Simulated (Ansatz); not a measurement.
# Cr2CO2 MXene monolayer in a perpendicular field, part 2 of 2

Aim: how the Cr2CO2 MXene monolayer screens a field along its normal, and what the field does to its bands. A positive field points along +c.

Ansatz 0.2.0; plane-wave DFT, PBE-D3(BJ), Ansatz PAW.

So far. Step 2 (Relaxation): The lattice constant a goes from 2.836 to 2.877 Å.

### 3. Single point, field 0

A sawtooth potential applies the field, turning back in the middle of the vacuum. With the dipole correction the typed value is the field outside the slab. The induced dipole is small, so the SCF threshold is tight.

The cell differs from the one that the last finished run ended in (c 39.409 → 22.415 Å).

Input file input.yaml:

```yaml
crystal:
  lattice:
    - [2.8770016997, 0.0, 0.0]
    - [-1.4385008498, 2.4915565586, 0.0]
    - [0.0, 0.0, 22.4151337426]
  atoms:
    - { symbol: O, position: [0.3333333333, 0.6666666667, 0.4015144457] }
    - { symbol: Cr, position: [0.6666666667, 0.3333333333, 0.4429866798], spin: 1.72 }
    - { symbol: C, position: [0.0, 0.0, 0.5], spin: -0.21 }
    - { symbol: Cr, position: [0.3333333333, 0.6666666667, 0.5570133202], spin: 1.72 }
    - { symbol: O, position: [0.6666666667, 0.3333333333, 0.5984855543] }
magnetization:
  spin_polarized: true
kpoints:
  mp_grid: { grid: [18, 18, 1] }
  band_path:
    path: [[0, 0, 0], [0.5, 0, 0], [0.33333333, 0.33333333, 0], [0, 0, 0]]
    npoints: 16
hamiltonian:
  xc: pbe
  dispersion: d3bj
scf:
  occupations: { method: fermi_dirac, width: 0.02585 }
  convergence: { dr2_threshold: 1.0e-10 }
efield:
  axis: 3
  dipole_correction: true
  ramp_position: 0.97
  ramp_width: 0.06
  amplitude: 0
output:
  dos: { projected: true, e_range: [-6, 5] }
  write_potential: true
  write_density: true
  volumetric_format: npy
  elf: true
```

Started as:

```bash
$ ansatz run input.yaml --threads 2 --pin off --max-ram 3072MiB --backend cpu --events-out ev --progress --plain --runs-dir out
```

Numbers of over 12 decimals in the logs are rounded to 6 here.

The program printed:

```text
[...]
Crystal: 5 atoms, lattice volume = 160.676 Å³
Basis set: ecut = 420 eV, 3123 PW (Γ)
Bands: 29, of which v1, the nominal top of the filled ones, is band 22 counted from 1 (21 counted from 0)
Symmetry: 6 space group operations
k-points: 37 of 324 (time reversal used)
[...]
Starting moments: Σ|m| = 3.65 μB on 3 of 5 sites
[...]
SCF iter   1: F=—  HF=-8144.475161 eV  |F-HF|=—  |Δ(HF+E_count)|=         —  Δρ=9.03e-2 (↑9.03e-2 ↓6.09e-2)  dr2=3.74e1  dr2_m=6.75e-1  M=1.786 μB ∫|m|=1.960 μB  β_m=0.67  ethr=3.10e-3  p=0.000 e·Å  D=6.78e-14 V/Å  ΔV_dip=-0.00 eV  dr2_dipole=2.34e-9  V_vac-E_F(+/−)=5.95/5.95 eV  ⟨swp⟩=9.5  Hψ=11415  notcnv=0
[...]
efield: sawtooth ramp at fractional position 0.9700 (set: `efield.ramp_position`, or a place that a band, a saddle search or an elastic batch's reference lends), width 0.0600; the density the first Hamiltonian is built on has a dipole p = 0.000 e·Å; the dipole correction subtracts the counter field D = 6.78e-14 V/Å, which shifts the + side's vacuum level by -0.00 eV against the − side's; the planar-averaged density in the ramp window peaks in size at 1.6e-6 e/Å³
[...]
SCF iter   2: F=—  HF=-8140.226170 eV  |F-HF|=—  |Δ(HF+E_count)|=    4.25e0  Δρ=2.74e-2 (↑2.30e-2 ↓2.74e-2)  dr2=4.67e0  dr2_m=2.65e-2  M=2.053 μB ∫|m|=2.374 μB  β_m=0.37  ethr=3.10e-3  p=-0.000 e·Å  D=-3.24e-5 V/Å  ΔV_dip=0.00 eV  dr2_dipole=1.54e-10  V_vac-E_F(+/−)=6.76/6.76 eV  ⟨swp⟩=4.0  Hψ=6302  notcnv=0  defer=78
density mixer auto → msr1: a metal under ldos (density of states about μ 2.22 of a free-electron gas's, 14 screened modes)
SCF iter   3: F=—  HF=-8141.336380 eV  |F-HF|=—  |Δ(HF+E_count)|=    1.11e0  Δρ=3.62e-2 (↑3.62e-2 ↓3.03e-2)  dr2=2.26e-1  dr2_m=1.53e0  M=3.444 μB ∫|m|=3.844 μB  β_m=0.69  ethr=3.10e-3  p=-0.000 e·Å  D=-1.89e-5 V/Å  ΔV_dip=0.00 eV  dr2_dipole=2.74e-10  V_vac-E_F(+/−)=6.69/6.69 eV  ⟨swp⟩=4.2  Hψ=5961  notcnv=0  defer=68
[...]
SCF iter  15: F=-8141.770794 eV  HF=-8141.770794 eV  |F-HF|=1.26e-10  |Δ(HF+E_count)|=  5.00e-11  Δρ=1.18e-7 (↑1.18e-7 ↓4.13e-8)  dr2=5.32e-11  dr2_m=5.22e-12  M=3.992 μB ∫|m|=4.557 μB  ethr=1.00e-12  p=0.000 e·Å  D=1.37e-8 V/Å  ΔV_dip=-0.00 eV  dr2_dipole=5.26e-12  V_vac-E_F(+/−)=6.22/6.22 eV  ⟨swp⟩=6.4  Hψ=8349  notcnv=0
SCF 1 converged in 15 iterations: F = -8141.770794 eV  dr2 = 5.32e-11
[...]
NSCF: frozen V_eff on 49 k-points
efield: sawtooth ramp at fractional position 0.9700 (kept from the solve that this one continues, or follows in the run), width 0.0600; the density the first Hamiltonian is built on has a dipole p = 0.000 e·Å; the dipole correction subtracts the counter field D = 1.37e-8 V/Å, which shifts the + side's vacuum level by -0.00 eV against the − side's; the planar-averaged density in the ramp window peaks in size at 1.8e-6 e/Å³
SCF converged after 15 iterations
Magnetization: 3.9920 μB (23.9960 up, 20.0040 down)
Absolute magnetization: 4.5584 μB (∫|ρ↑−ρ↓|, with the PAW one-centre terms)
[...]
Per-site moments (μB) at R_I (Å): [(-0.000827075, 0.785183), (1.722803, 0.785183), (-0.210262, 0.864503), (1.722805, 0.785183), (-0.00082692, 0.785183)]
Free energy (F): -8141.770794 eV
[...]
Internal energy: -8141.764628 eV  (E = F + TS)
E sigma→0 (E₀):  -8141.767711 eV
Entropy (-TS):   -0.006166 eV (-1.233 meV/atom)
Fermi energy:    -0.526930 eV
Dipole field:    D = -0.000003 V/Å  (p = -0.000003 e·Å, saw-weighted, corrected)
Work function:   Φ+ = 6.2196 eV   Φ− = 6.2196 eV
Levels:          The Fermi level and band energies are counted from a zero that moves with the ramp; work functions are not
[...]
--- Band table (eV; the first three rows and the last of 74) ---
  k-point 0 ↑: bands = [... 18 lower, -2.3413, -2.0313, -1.8048, -1.8048, -0.8940, -0.8940, -0.8357, -0.1981, ... 3 higher]
  k-point 1 ↑: bands = [... 18 lower, -2.4647, -1.9749, -1.8231, -1.8076, -1.1300, -0.7828, -0.5492, -0.2151, ... 3 higher]
  k-point 2 ↑: bands = [... 18 lower, -2.7283, -2.1124, -1.8201, -1.6911, -1.2206, -0.5470, -0.3516, -0.1738, ... 3 higher]
  k-point 36 ↓: bands = [... 18 lower, -3.9066, -3.9066, 0.3363, 0.7921, 0.7921, 1.4941, 1.7412, 1.7412, ... 3 higher]
```

Run time: 90 s. Hardware: 2 threads of Arm Neoverse N1, shared host; peak memory 0.63 GiB.

This step gave:

```yaml
energy_at_zero_smearing: -8141.7677 eV
total_moment: 3.992 μB
site_moments: -8.27e-4, 1.723, -0.2103, 1.723, -8.27e-4 μB
work_function_upper_face: 6.220 eV
dipole_along_the_normal: -3.04e-6 e·Å
```

Running mean over a fixed 2.5 Å (it still follows the layers) of the planar mean; the ramp of the sawtooth is left out. Table of electron's electrostatic potential energy less the Fermi level by z:

```csv
z (Å),electron's electrostatic potential energy less the Fermi level (eV)
3.0,6.22
3.5,6.22
4.0,6.22
4.5,6.22
5.0,6.22
5.5,6.22
6.0,6.21
6.5,6.19
7.0,6.02
7.5,4.80
8.0,1.83
8.5,-2.03
9.0,-5.92
9.5,-8.79
10.0,-10.7
10.5,-10.8
11.0,-10.2
11.5,-10.2
12.0,-10.9
12.5,-10.5
13.0,-8.39
13.5,-5.29
14.0,-1.36
14.5,2.44
15.0,5.13
15.5,6.07
16.0,6.20
16.5,6.22
17.0,6.22
17.5,6.22
18.0,6.22
18.5,6.22
19.0,6.22
```

The density of states has structure finer than the step of the table below, so its rows give means over 0.2 eV, whole bins alone (the curve runs from -6 to 1.99 eV). Peaks (eV: height): total -5.67: 8.14, -4.70: 13.0, -4.48: 9.15, -0.68: 8.72, 0.31: 8.13, 1.36: 11.6, 1.50: 12.0; up -5.75: 6.47, -5.20: 7.63, -5.09: 5.49, -0.87: 5.45, -0.68: 8.63, 0.31: 7.19, 1.50: 10.2; down -5.67: 6.60, -4.70: 8.88, -4.48: 7.72, -4.43: 6.58, 1.20: 5.56, 1.36: 9.85, 1.91: 7.04.

Density of states against energy, zero at the Fermi level; means over each step; values in states/eV a cell:

```csv
energy (eV),total,up,down
-5.8,5.11,3.57,1.54
-5.6,4.56,1.21,3.34
-5.4,4.69,2.10,2.59
-5.2,5.31,4.18,1.13
-5.0,5.19,3.27,1.92
-4.8,7.66,2.56,5.10
-4.6,5.31,2.31,3.00
-4.4,4.82,1.36,3.46
-4.2,2.24,1.35,0.891
-4.0,2.32,1.05,1.27
-3.8,1.29,0.438,0.849
-3.6,2.18,1.22,0.959
-3.4,2.96,1.08,1.88
-3.2,2.30,1.09,1.20
-3.0,2.42,1.46,0.961
-2.8,3.26,2.14,1.12
-2.6,3.40,1.33,2.07
-2.4,1.83,0.780,1.05
-2.2,1.78,0.476,1.30
-2.0,1.12,0.417,0.704
-1.8,0.839,0.268,0.570
-1.6,0.921,0.363,0.558
-1.4,4.16,3.45,0.708
-1.2,2.39,2.19,0.197
-1.0,3.27,3.12,0.145
-0.8,4.33,4.22,0.109
-0.6,3.46,3.39,0.0779
-0.4,1.76,1.75,0.0131
-0.2,1.60,1.60,0
0.0,2.60,2.48,0.115
0.2,3.45,2.67,0.780
0.4,5.49,3.68,1.81
0.6,4.04,2.32,1.71
0.8,0.811,0,0.811
1.0,1.42,0,1.42
1.2,4.22,0,4.22
1.4,6.09,2.13,3.95
1.6,4.98,3.43,1.55
1.8,2.68,0.688,1.99
```

Projected DOS per atom over height of the atomic layer and energy from the Fermi level. Layers: O Cr C Cr O from below.

Ten even steps from '_' (0.06 states/eV) to '@' (2.29 states/eV), each cell a mean:
```
__**__**__
..%%__%%..
__++__++__
__::__::__
..**--**..
__--..--__
__::__::__
__**__**__
__==__==__
..--..--..
__________
__..::..__
....--....
....--....
....::....
..........
::......::
++..__..++
@@--..--@@
**==..==**
==::--::==
**------**
```
Columns: height of the atomic layer (Å) from 9 to 13.4 (not evenly spaced); rows upwards: energy from the Fermi level (eV) from -5.96 to 1.96.

Projected DOS per atom, spin up over height of the atomic layer and energy from the Fermi level. Layers: O Cr C Cr O from below.

Values in states/eV, 22 rows by 5 columns, each cell a mean:
```
0.12 0.23 0.05 0.23 0.12
0.38 0.77 0.05 0.77 0.38
0.00 0.00 0.00 0.00 0.00
0.12 0.23 0.18 0.23 0.12
0.30 0.92 0.69 0.92 0.30
0.20 0.72 0.42 0.72 0.20
0.10 0.67 0.11 0.67 0.10
0.26 1.53 0.12 1.53 0.26
0.20 0.98 0.10 0.98 0.20
0.23 0.86 0.13 0.86 0.23
0.03 0.10 0.04 0.10 0.03
0.05 0.15 0.08 0.15 0.05
0.16 0.28 0.31 0.28 0.16
0.29 0.35 0.49 0.35 0.29
0.19 0.21 0.28 0.21 0.19
0.22 0.18 0.24 0.18 0.22
0.21 0.24 0.17 0.24 0.21
0.34 0.25 0.15 0.25 0.34
0.87 0.30 0.10 0.30 0.87
1.06 0.76 0.25 0.76 1.06
0.38 0.38 0.22 0.38 0.38
0.58 0.47 0.59 0.47 0.58
```
Columns: height of the atomic layer (Å) from 9 to 13.4 (not evenly spaced); rows upwards: energy from the Fermi level (eV) from -5.96 to 1.96.

Projected DOS per atom, spin down over height of the atomic layer and energy from the Fermi level. Layers: O Cr C Cr O from below.

Ten even steps from '_' (0.00 states/eV) to '@' (1.42 states/eV), each cell a mean:
```
__@@..@@__
__@@__@@__
__%%__%%__
__--__--__
__==__==__
__________
__________
__________
__________
____..____
____..____
....--....
....==....
..__::__..
::..::..::
..__..__..
::......::
++..__..++
@@==::==@@
::......::
==::==::==
++::..::++
```
Columns: height of the atomic layer (Å) from 9 to 13.4 (not evenly spaced); rows upwards: energy from the Fermi level (eV) from -5.96 to 1.96.

Deep bands are left out, so band numbers here count from the lowest band kept and differ from the log's. The electronic bands at the labelled points (eV, zero at the Fermi level; # counts the bands kept):

```csv
point,up #12,up #13,up #14,up #15,down #8,down #9,down #10,down #11
Γ,-0.37,-0.37,-0.31,0.33,-0.39,-0.39,0.40,0.40
halfway,-0.68,0.14,0.31,0.66,-1.91,-1.87,0.35,1.03
M,-0.65,-0.56,-0.44,0.30,-2.57,-2.10,0.04,1.12
halfway,-0.71,-0.42,0.05,0.31,-3.11,-2.81,0.62,1.15
K,-1.03,-0.12,0.32,0.32,-3.38,-3.38,0.86,1.32
halfway,-0.64,-0.08,0.42,0.56,-2.71,-2.12,0.52,1.29
Γ,-0.37,-0.37,-0.31,0.33,-0.39,-0.39,0.40,0.40
```

Spin density in the ca plane at fractional y = 0.333, with atoms of Cr and O within 0.2 Å of it.

Values in e/Å³, 5 rows by 16 columns, each cell a mean:
```
0.0 0.0 0.0 0.0 0.0 0.0 0.1 0.6 0.1 0.0 0.0 0.0 0.0 0.0 0.0 0.0
0.0 0.0 0.0 0.0 0.0 0.0 0.2 2.0 0.4 0.0 0.0 0.0 0.0 0.0 0.0 0.0
0.0 0.0 0.0 0.0 0.0 0.0 0.1 0.6 0.1 0.0 0.0 0.0 0.0 0.0 0.0 0.0
0.0 0.0 0.0 0.0 0.0 0.0 0.0 0.0 0.0 0.0 0.1 0.0 0.0 0.0 0.0 0.0
0.0 0.0 0.0 0.0 0.0 0.0 0.0 0.0 0.0 0.0 0.1 0.0 0.0 0.0 0.0 0.0
```
Columns run along c (16.0 Å, from fractional 0.11 to 0.83 of the cell), rows up along a (2.9 Å). Atoms in or near the plane, at fractional coordinates: Cr at (0.44, 0.67), O at (0.60, 0.67).

Electrostatic potential energy in the ca plane at fractional y = 0.333, with atoms of Cr and O within 0.2 Å of it. With pseudopotentials it is smooth inside the atoms' cores, unlike the true potential.

Ten even steps from '0' (-41 eV) to '9' (6 eV), each cell a mean:
```
99999999999999999999873126888877668999999999
99999999999999999999840002788885003999999999
99999999999999999999830001789884002899999999
99999999999999999999851003788886114999999999
99999999999999999999874336888777678999999999
99999999999999999999987778887656789999999999
99999999999999999999988888777545789999999999
99999999999999999999887778887656789999999999
```
Columns run along c (16.0 Å, from fractional 0.07 to 0.78 of the cell; values clipped at the 3rd and 97th percentile), rows up along a (2.9 Å). Atoms in or near the plane, at fractional coordinates: Cr at (0.44, 0.67), O at (0.60, 0.67).

Valence density in the ca plane at fractional y = 0.333, with atoms of Cr and O within 0.2 Å of it. It is the smooth field of the valence electrons, not physical close to the nuclei.

Ten steps, logarithmic in the rise over the least value, from '0' (0 e/Å³) to '9' (19 e/Å³), each cell a mean:
```
00000000000000000000124553221123443100000000
00000000000000000000137985211124675200000000
00000000000000000000148995211125776300000000
00000000000000000000136874211124665200000000
00000000000000000001123542222223342100000000
00000000000000000001222222222222211000000000
00000000000000000001232112233332110000000000
00000000000000000001222222222222221000000000
```
Columns run along c (16.0 Å, from fractional 0.07 to 0.78 of the cell), rows up along a (2.9 Å). Atoms in or near the plane, at fractional coordinates: Cr at (0.44, 0.67), O at (0.60, 0.67).

The work function of the upper face is 6.22 eV.

### 4. Single point, field 0.1 V/Å

input.yaml, as its differences from that of step 3:

```diff
@@ -27,7 +27,6 @@
   dipole_correction: true
-  ramp_position: 0.97
-  ramp_width: 0.06
-  amplitude: 0
+  ramp_position: 0.9268
+  ramp_width: 0.1463
+  amplitude: 0.1
 output:
-  dos: { projected: true, e_range: [-6, 5] }
   write_potential: true
@@ -35,2 +34 @@
   volumetric_format: npy
-  elf: true
```

The program printed:

```text
[...]
Crystal: 5 atoms, lattice volume = 160.676 Å³
Basis set: ecut = 420 eV, 3123 PW (Γ)
Bands: 29, of which v1, the nominal top of the filled ones, is band 22 counted from 1 (21 counted from 0)
Symmetry: 6 space group operations
k-points: 37 of 324 (time reversal used)
[...]
Starting moments: Σ|m| = 3.65 μB on 3 of 5 sites
[...]
k-point 1 ↑: bands = [... 18 lower, -2.4648, -1.9751, -1.8232, -1.8077, -1.1301, -0.7830, -0.5494, -0.2152, ... 3 higher]
  k-point 2 ↑: bands = [... 18 lower, -2.7284, -2.1126, -1.8202, -1.6913, -1.2207, -0.5472, -0.3518, -0.1739, ... 3 higher]
  k-point 36 ↓: bands = [... 18 lower, -3.9145, -3.8989, 0.3362, 0.7918, 0.7922, 1.4940, 1.7405, 1.7416, ... 3 higher]
[key lines of the parts left out:]
SCF converged after 16 iterations
Magnetization: 3.9920 μB (23.9960 up, 20.0040 down)
Free energy (F): -8141.771883 eV
Fermi energy:    -0.527052 eV
Dipole field:    D = 0.024537 V/Å  (p = 0.021788 e·Å, saw-weighted, corrected)
```

Wall time 90 s (2 threads); peak memory 0.63 GiB; 2.9 min of CPU time.

The dipole is 0.0218 e·Å.

### 5. Single point, field -0.1 V/Å

input.yaml, as its differences from that of step 4:

```diff
@@ -29,3 +29,3 @@
   ramp_width: 0.1463
-  amplitude: 0.1
+  amplitude: -0.1
 output:
```

The program printed:

```text
[...]
Crystal: 5 atoms, lattice volume = 160.676 Å³
Basis set: ecut = 420 eV, 3123 PW (Γ)
Bands: 29, of which v1, the nominal top of the filled ones, is band 22 counted from 1 (21 counted from 0)
Symmetry: 6 space group operations
k-points: 37 of 324 (time reversal used)
[...]
Starting moments: Σ|m| = 3.65 μB on 3 of 5 sites
[...]
k-point 1 ↑: bands = [... 18 lower, -2.4650, -1.9753, -1.8234, -1.8079, -1.1303, -0.7831, -0.5495, -0.2154, ... 3 higher]
  k-point 2 ↑: bands = [... 18 lower, -2.7286, -2.1127, -1.8204, -1.6915, -1.2209, -0.5473, -0.3519, -0.1740, ... 3 higher]
  k-point 36 ↓: bands = [... 18 lower, -3.9147, -3.8991, 0.3360, 0.7917, 0.7920, 1.4938, 1.7404, 1.7414, ... 3 higher]
[key lines of the parts left out:]
SCF converged after 16 iterations
Magnetization: 3.9920 μB (23.9960 up, 20.0040 down)
Free energy (F): -8141.771883 eV
Fermi energy:    -0.527222 eV
Dipole field:    D = -0.024537 V/Å  (p = -0.021788 e·Å, saw-weighted, corrected)
```

Run time: 90 s. Hardware: 2 threads; peak memory 0.63 GiB; 2.9 min of CPU time.

The dipole is -0.0218 e·Å.

### 6. Response, atoms held

This step: plane-wave DFT, PBE-D3(BJ), Ansatz PAW; response to a field along the normal, atoms held (Ansatz 0.2.0).

The dipoles give the slope, and the difference of two potentials shows where the field is screened.

Numbers from this step:

```
equivalent conductor thickness p/(ε₀AE) : 5.500 Å
distance between the outer atoms        : 4.415 Å
```

The dipole of the cell by applied field:

```csv
applied field (V/Å),dipole of the cell (e·Å)
-0.1000,-0.0218
0.0000,-3.0e-6
0.1000,0.0218
```

The total moment stays at 3.99 μB for applied field from -0.1 to 0.1 V/Å.

Local field over the applied field, running mean. From the potentials at -0.1 and 0.1 V/Å; running mean over 2.5 Å. Table of local field over applied field by z:

```csv
z (Å),local field over applied field
4.03,1.000
4.48,1.000
4.78,1.000
5.23,0.999
5.53,0.998
5.98,0.994
6.43,0.981
6.72,0.961
7.17,0.897
7.47,0.824
7.92,0.687
8.37,0.527
8.67,0.418
9.12,0.263
9.41,0.175
9.86,0.0842
10.31,0.0393
10.61,0.0234
11.06,0.0149
11.36,0.0149
11.81,0.0234
12.10,0.0393
12.55,0.0842
13.00,0.175
13.30,0.263
13.75,0.418
14.05,0.527
14.50,0.687
14.94,0.824
15.24,0.897
15.69,0.961
15.99,0.981
16.44,0.994
16.89,0.998
17.18,0.999
17.63,1.000
17.93,1.000
18.38,1.000
```

Electrons, planar mean, per unit field. Table of induced electron density by z:

z (Å), induced electron density (e/Å³ per V/Å) and a bar from the least value:
```
      4.5    0.00000 ###############
      5.0    0.00000 ###############
      5.5    0.00001 ###############
      6.0    0.00002 ###############
      6.5    0.00009 ################
      7.0    0.00031 ################
      7.5    0.00102 ###################
      8.0    0.00275 ##########################
      8.5    0.00386 ##############################
      9.0    0.00153 #####################
      9.5    0.00070 ##################
     10.0    0.00052 #################
     10.5    0.00013 ################
     11.0   -0.00015 ###############
     11.5    0.00018 ################
     12.0   -0.00010 ###############
     12.5   -0.00052 #############
     13.0   -0.00120 ###########
     13.5   -0.00160 #########
     14.0   -0.00396 
     14.5   -0.00237 ######
     15.0   -0.00084 ############
     15.5   -0.00025 ##############
     16.0   -0.00007 ###############
     16.5   -0.00002 ###############
     17.0    0.00000 ###############
     17.5    0.00000 ###############
     18.0    0.00000 ###############
```

By hand: between -0.1 and 0.1 V/Å the dipole changes by 0.04358 e·Å, a slope of 0.2179 e·Å²/V. A perfect conductor of thickness t has p = ε₀AEt, so t = 180.95 × 0.2179 / 7.168 = 5.50 Å (e/ε₀ = 180.95 V·Å, A in Å²).

The induced dipole is that of a conductor 5.50 Å thick.

### 7. Results

```yaml
gap_without_field: none
work_function_upper_face: 6.22 eV
equivalent_conductor_thickness_atoms_held: 5.50 Å
```

**Reading.** The induced dipole equals that of a perfect conductor 5.50 Å thick, while the outer atoms lie 4.42 Å apart. There is no gap over 0.03 eV, with or without the field. For an open d or f shell that can be the fault of a semilocal functional without a Hubbard term. The magnetic order is the one reached from the typed start; other orders were not compared. The MXene's terminations sit over the metal atoms of its far layer; the site over carbon or nitrogen, which some compounds prefer, was not run.

[Logs are printed without paths, hosts, clocks, repeated set-up lines and the standing remarks that a program may print on its own settings, such as how far it seeks lower states.]

[Hosts, paths, dates, database ids (printed as entryN), source tags and the programs' standing remarks are cut or masked in the printed files.]

[Maps of the electrostatic potential energy from Ansatz leave out the sawtooth potential of an applied field or a dipole correction, so their vacuum need not be flat; planar profiles and work functions include it.]
